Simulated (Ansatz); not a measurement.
## SrB4 (built on the sites of a database entry of SrIn4): following an unstable mode

Which phase does SrB4 (built on the sites of a database entry of SrIn4) fall into along its unstable mode, and how much energy does it gain?

Program: Ansatz 0.2.0. Level of theory: DFT PBEsol, scalar-relativistic, plane waves, PAW. Results are calculated unless marked as measured.

This is a report of a sequence of runs, with most program output left out.

The structure was built from a prototype and need not be the compound's stable phase.

### Step 1. The starting structure

It takes space group I4/mmm (No. 139, tetragonal). The conventional cell has a = 3.146 Å, b = 3.146 Å, c = 10.522 Å, α = 90.00°, β = 90.00°, γ = 90.00°. Nearest to Sr lie 16 B at 2.83 to 3.06 Å and 4 Sr at 3.15 Å. Nearest to B lie 8 B at 1.80 to 2.22 Å and 4 Sr at 3.06 Å. Nearest to B lie 8 B at 1.80 to 2.84 Å and 4 Sr at 2.83 Å. Farther neighbours are not listed.

### Step 2. Response at finite wavevector

The cell comes from relaxations at this level that are not shown. Stability and thermal properties need the whole zone. Linear response on a 2×2×2 q mesh gives force constants as far as a supercell of that size would.

The input, input.yaml:

```yaml
crystal:
  lattice:
    - [-1.5728358157, 1.5728358157, 5.2610765084]
    - [1.5728358157, -1.5728358157, 5.2610765084]
    - [1.5728358157, 1.5728358157, -5.2610765084]
  atoms:
    - { symbol: Sr, position: [0.0, 0.0, 0.0] }
    - { symbol: B, position: [0.25, 0.75, 0.5] }
    - { symbol: B, position: [0.75, 0.25, 0.5] }
    - { symbol: B, position: [0.3339941831, 0.3339941831, 0.0] }
    - { symbol: B, position: [0.6660058169, 0.6660058169, 0.0] }
kpoints:
  mp_grid: { grid: [16, 16, 16] }
hamiltonian:
  xc: pbesol
scf:
  occupations: { method: methfessel_paxton, width: 0.2 }
output:
  eigenvalues: true
phonons:
  method: dfpt
  qmesh: [2, 2, 2]
  temperatures: { t_max: 1000, t_step: 50 }
  qpath:
    path:
      - [[0.0, 0.0, 0.0], [0.0, 0.0, 0.5], [0.25, 0.25, 0.25], [0.0, 0.5, 0.0], [0.0, 0.0, 0.0], [0.5, 0.5, -0.5], [0.27234383, 0.72765617, -0.27234383]]
      - [[-0.27234383, 0.27234383, 0.27234383], [0.0, 0.0, 0.0]]
      - [[0.0, 0.0, 0.5], [-0.04468765, 0.04468765, 0.5]]
      - [[0.5, 0.5, -0.04468765], [0.5, 0.5, -0.5]]
    npoints: 10
```

Run with:

```sh
> ansatz run input.yaml --threads 8 --pin off --max-ram 14336MiB --backend cpu --events-out ev --progress --plain --runs-dir out
```

The job ended after 6.2 min (8 threads of Arm Neoverse V1, shared host; peak memory 2.5 GiB).

This step gave:

- volume per atom: 10.41 Å³
- gap on the k-mesh: 0 eV
- sum-rule residual before enforcement: 2.10e-5 eV/Å²
- lowest frequency on the path: -459.5 cm⁻¹
- point group: 4/mmm
- highest frequency on the path or at a solved wavevector: 751.9 cm⁻¹
- highest optical mode at the zone centre (no LO-TO term): 747.6 cm⁻¹
- lowest optical zone-centre mode: -449.7 cm⁻¹
- lowest mode on the q mesh (acoustic modes at Γ apart): -459.5 cm⁻¹

Frequencies (cm⁻¹) solved at each irreducible wavevector; negative means imaginary. Frequencies by wavevector, by row:

```csv
q in reciprocal lattice units,star,mode 1,mode 2,mode 3,mode 4,mode 13,mode 14,mode 15
0 0 0,1,-449.7,-449.7,0,0,667.5,747.6,747.6
0 0 -0.5,2,61.2,149.1,160.4,180.6,625,684.6,688
0 -0.5 0,4,-275.6,-244.9,66.2,118.1,687.5,688.3,694.8
-0.5 -0.5 -0.5,1,-459.5,-459.5,128.4,128.5,687.2,749.1,749.1
```

Interpolated from a 2×2×2 q mesh, rough between the solved points. Phonon branches along the path, in cm⁻¹:

```csv
point,branch 1,branch 2,branch 3,branch 4,branch 12,branch 13,branch 14,branch 15
Γ,-450,-450,0,0,668,668,748,748
halfway,-252,102,107,131,668,684,707,723
X,61,149,160,181,603,625,685,688
halfway,66,139,164,179,600,627,685,688
P,71,130,172,172,598,629,686,686
halfway,-105,-102,116,148,640,661,695,697
N,-276,-245,66,118,672,688,688,695
halfway,-401,-191,-51,99,670,679,728,736
Γ,-450,-450,0,0,668,668,748,748
halfway,-455,-455,81,81,665,667,748,748
M,-460,-460,128,128,663,687,749,749
halfway,-415,-251,87,116,667,672,732,747
S,-290,-230,76,118,664,685,698,698
jump to S0,-290,-230,76,118,664,685,698,698
halfway,-392,-114,-74,106,672,680,725,731
Γ,-450,-450,0,0,668,668,748,748
jump to X,61,149,160,181,603,625,685,688
halfway,60,142,165,180,603,627,685,688
R,57,129,172,180,603,632,688,688
jump to G′,57,129,172,180,603,632,688,688
halfway,-294,-63,34,139,664,680,725,728
M,-460,-460,128,128,663,687,749,749
```

Symmetry leaves 4 wavevectors to solve. The lowest mode among them, the acoustic zeros apart, lies at q = (-0.5, -0.5, -0.5) and is imaginary, 459.5i cm⁻¹, so the energy falls along it.

### Step 3. The mode frozen in, largest atomic shift 0 Å

The mode followed lies at q = (-0.5, -0.5, -0.5) with frequency 459.5i cm⁻¹ and is 2-fold degenerate, the softest among the wavevectors solved. At small amplitude the distorted cell has space group no. 11 by a symmetry search on the positions. The undistorted cell that holds it gives the zero of energy on the same k mesh.

System of this step: SrB4 (built on the sites of a database entry of SrIn4). Symmetry: I4/mmm, No. 139, tetragonal system. Conventional cell: a = 3.146 Å, b = 3.146 Å, c = 10.522 Å, α = 90.00°, β = 90.00°, γ = 90.00°. Nearest to Sr lie 16 B at 2.83 to 3.06 Å and 4 Sr at 3.15 Å. Nearest to B lie 8 B at 1.80 to 2.22 Å and 4 Sr at 3.06 Å. B has 8 B at 1.80 to 2.84 Å and 4 Sr at 2.83 Å nearest. Farther neighbours are not listed.

The input, input.yaml:

```yaml
crystal:
  lattice:
    - [0.0, -3.1456716314, 0.0]
    - [-3.1456716314, 0.0, 0.0]
    - [0.0, 0.0, -10.5221530169]
  atoms:
    - { symbol: Sr, position: [0.5, 0.5, 0.5] }
    - { symbol: Sr, position: [1.0, 1.0, 0.0] }
    - { symbol: B, position: [0.5, 1.0, 0.25] }
    - { symbol: B, position: [0.0, 0.5, 0.75] }
    - { symbol: B, position: [1.0, 0.5, 0.25] }
    - { symbol: B, position: [0.5, 0.0, 0.75] }
    - { symbol: B, position: [0.5, 0.5, 0.1660058169] }
    - { symbol: B, position: [1.0, 1.0, 0.6660058169] }
    - { symbol: B, position: [0.0, 0.0, 0.3339941831] }
    - { symbol: B, position: [0.5, 0.5, 0.8339941831] }
kpoints:
  mp_grid: { grid: [12, 12, 4] }
hamiltonian:
  xc: pbesol
scf:
  occupations: { method: methfessel_paxton, width: 0.2 }
output:
  forces: true
  stress: true
  eigenvalues: true
```

The job ended after 2.4 s (8 threads; peak memory 0.61 GiB; 18 s of CPU time).

Numbers from this step:

```yaml
pressure: 0.07268 GPa
energy_from_the_undistorted_cell: 0 meV/atom
```

The run ends at a pressure of 0.07 GPa, with forces up to 0.053 eV/Å.

### Step 4. The mode frozen in, largest atomic shift 0.22 Å

The atoms are moved along the unstable eigenvector, the largest shift by 0.22 Å, with the cell fixed.

The input, input.yaml:

```yaml
crystal:
  lattice:
    - [0.0, -3.1456716314, 0.0]
    - [-3.1456716314, 0.0, 0.0]
    - [0.0, 0.0, -10.5221530169]
  atoms:
    - { symbol: Sr, position: [0.500506632, 0.4987081901, 0.5] }
    - { symbol: Sr, position: [0.999493368, 1.0012918099, 0.0] }
    - { symbol: B, position: [0.5255350024, 1.0651091341, 0.25] }
    - { symbol: B, position: [-0.0255350024, 0.4348908659, 0.75] }
    - { symbol: B, position: [0.9744649976, 0.4348908659, 0.25] }
    - { symbol: B, position: [0.5255350024, 0.0651091341, 0.75] }
    - { symbol: B, position: [0.4800876242, 0.5507725642, 0.1660058169] }
    - { symbol: B, position: [1.0199123758, 0.9492274358, 0.6660058169] }
    - { symbol: B, position: [0.0199123758, -0.0507725642, 0.3339941831] }
    - { symbol: B, position: [0.4800876242, 0.5507725642, 0.8339941831] }
kpoints:
  mp_grid: { grid: [12, 12, 4] }
hamiltonian:
  xc: pbesol
scf:
  occupations: { method: methfessel_paxton, width: 0.2 }
output:
  forces: true
  stress: true
  eigenvalues: true
```

Wall time 6.2 s (8 threads); peak memory 0.86 GiB.

This step gave:

```
pressure                         : 0.09097 GPa
energy from the undistorted cell : -87.42 meV/atom
```

The energy, extrapolated to zero smearing, is -87.42 meV/atom against the undistorted cell.

The run ends at a pressure of 0.09 GPa, with forces up to 1.6 eV/Å.

### Step 5. Energy along the mode, all amplitudes (two of the runs are shown above)

An imaginary frequency means negative curvature, so the energy should fall and then rise again as anharmonic terms take over.

Numbers from this step:

```
depth at the lowest point sampled  : 87.42 meV/atom
largest atomic shift at that point : 0.22 Å
```

Table of energy from the parent by largest atomic shift:

```csv
largest atomic shift (Å),energy from the parent (meV/atom)
0.000,0
0.040,-4.48
0.080,-17.6
0.140,-50.3
0.220,-87.4
0.320,-71.8
0.450,163
```

Displacement at unit largest shift by atom:

```csv
atom,x (Å),y (Å),z (Å),size
Sr1,0.018,-0.007,0.000,0.019
Sr2,-0.018,0.007,0.000,0.019
B3,-0.931,-0.365,0.000,1.000
B4,0.931,0.365,0.000,1.000
B5,0.931,0.365,0.000,1.000
B6,-0.931,-0.365,0.000,1.000
B7,-0.726,0.285,0.000,0.780
B8,0.726,-0.285,0.000,0.780
B9,0.726,-0.285,0.000,0.780
B10,-0.726,0.285,0.000,0.780
```

The lowest of the steps tried is at 0.22 Å, 87.4 meV/atom below the parent; the bottom of the well need not coincide with a step.

### Step 6. Relaxing from the distorted cell

Starting from the lowest point found, all atoms and the cell are let go, so that strain and other modes of the same symmetry can join in.

Changes to input.yaml since step 4:

```diff
@@ -26 +26,6 @@
   eigenvalues: true
+relax:
+  adjacent_minimum: "off"
+  f_tol: 0.002
+  max_steps: 120
+  cell: { stress_tol: 0.03 }
```

Run time: 92 s. Hardware: 8 threads; peak memory 0.94 GiB; 12 min of CPU time.

Step by step:

```csv
step,energy less that of the first step (eV),largest force component (eV/Å),pressure (GPa),volume (Å³)
1,0.0000,1.4055,0.09,104.12
2,-0.7340,0.7946,-4.36,107.44
3,-1.1100,0.7263,-2.40,106.37
4,-1.3829,0.5960,2.56,105.15
5,-1.5099,0.5340,0.16,106.38
6,-1.5672,0.2712,-0.26,106.80
7,-1.6025,0.2079,0.42,106.47
8,-1.5995,0.3458,-0.10,106.06
9,-1.6574,0.0488,0.04,106.37
10,-1.6634,0.0093,0.00,106.32
11,-1.6634,0.0013,-0.01,106.32
12*,-1.6681,0.0022,0.06,106.32
13,-1.6681,0.0007,0.00,106.35
14*,-1.6681,0.0007,0.00,106.35
```

Relaxation steps marked * repeat the geometry before them on a plane-wave basis chosen anew for their cell, so energy and pressure can jump there. Relaxation step 8 was tried and not accepted.

Forces are held to the 4 operations that the run works with; a distortion that breaks them can't arise in this run.

```csv
cell as run,before,after,change
a (Å),3.146,3.211,+2.1 %
b (Å),3.146,3.211,+2.1 %
c (Å),10.522,10.318,-1.9 %
γ (°),90.00,88.80,-1.3 %
volume (Å³/atom),10.41,10.64,+2.1 %
```

The atoms that moved most (Å, as changes of fractional coordinates times the final cell):

```csv
atom,dx,dy,dz,length
B10,-0.120,0.220,0.214,0.329
B8,0.120,-0.220,-0.214,0.329
B9,0.120,-0.220,0.214,0.329
B7,-0.120,0.220,-0.214,0.329
Sr2,-0.115,0.118,0.000,0.165
Sr1,0.115,-0.118,0.000,0.165
B6,-0.001,-0.127,0.000,0.127
B4,0.001,0.127,0.000,0.127
```

Final coordinates:

```
Sr B
1.0
    -0.03361   -3.21078    0.00000
    -3.21077   -0.03361    0.00000
     0.00000    0.00000  -10.31760
Sr B
2 8
Cartesian
  -1.5028 -1.7415 -5.1588
  -3.3637 -3.1251 0.0000
  -3.4386 -1.8500 -2.5794
  -1.3944 0.1942 -7.7382
  -1.4280 -3.0166 -2.5794
  -0.2278 -1.8164 -7.7382
  -1.9043 -1.3401 -1.9265
  -2.9623 -3.5265 -7.0853
  0.2821 -0.2821 -3.2323
  -1.9043 -1.3401 -8.3911
```

Numbers from this step:

```
pressure        : -0.001235 GPa
volume per atom : 10.64 Å³
```

The distorted start has space group P2_1/m; the relaxation ends in Cmcm.

### Step 7. What came out

```
unstable mode of the parent                                                      : q = (-0.5, -0.5, -0.5), 460i cm⁻¹
depth at the lowest point sampled                                                : 87.4 meV/atom
largest atomic shift at that point                                               : 0.22 Å
space group reached (within 0.01 Å)                                              : Cmcm
energy gained over the parent (first relaxation, on the mesh of the frozen mode) : 254 meV/atom
volume per atom, phase reached                                                   : 10.6 Å³
```

Along this mode the structure falls into Cmcm, 254 meV/atom below the parent. At the parent's cell the well is 87.42 meV/atom deep on the steps tried, with its lowest point at a shift of 0.22 Å. Relaxing atoms and cell changes the gain by +166.82 meV/atom against the lowest step (energies at zero smearing). Most of the total comes from this relaxation. The modes of the phase reached were not computed on this path. Of the 5 patterns followed to their end from this parent, this one reaches the lowest energy. Each path keeps the symmetry of its pattern, so a lower phase may lie along a pattern not tried. The q mesh stands for a supercell only 6.3 Å across, so branches between the solved wavevectors are rough. With no gap, or one that is small against the smearing, the frequencies hang on the k mesh and the smearing, most of all near Kohn anomalies. A phonon run warned that its eigensolver left some bands unconverged in a pass. The starting cell was built on a prototype and not taken from a measurement, so the phase need not exist.

[Logs are printed without paths, hosts, clocks, repeated set-up lines and the standing remarks that a program may print on its own settings, such as how far it seeks lower states.]

[Hosts, paths, dates, database ids (printed as entryN), source tags and the programs' standing remarks are cut or masked in the printed files.]
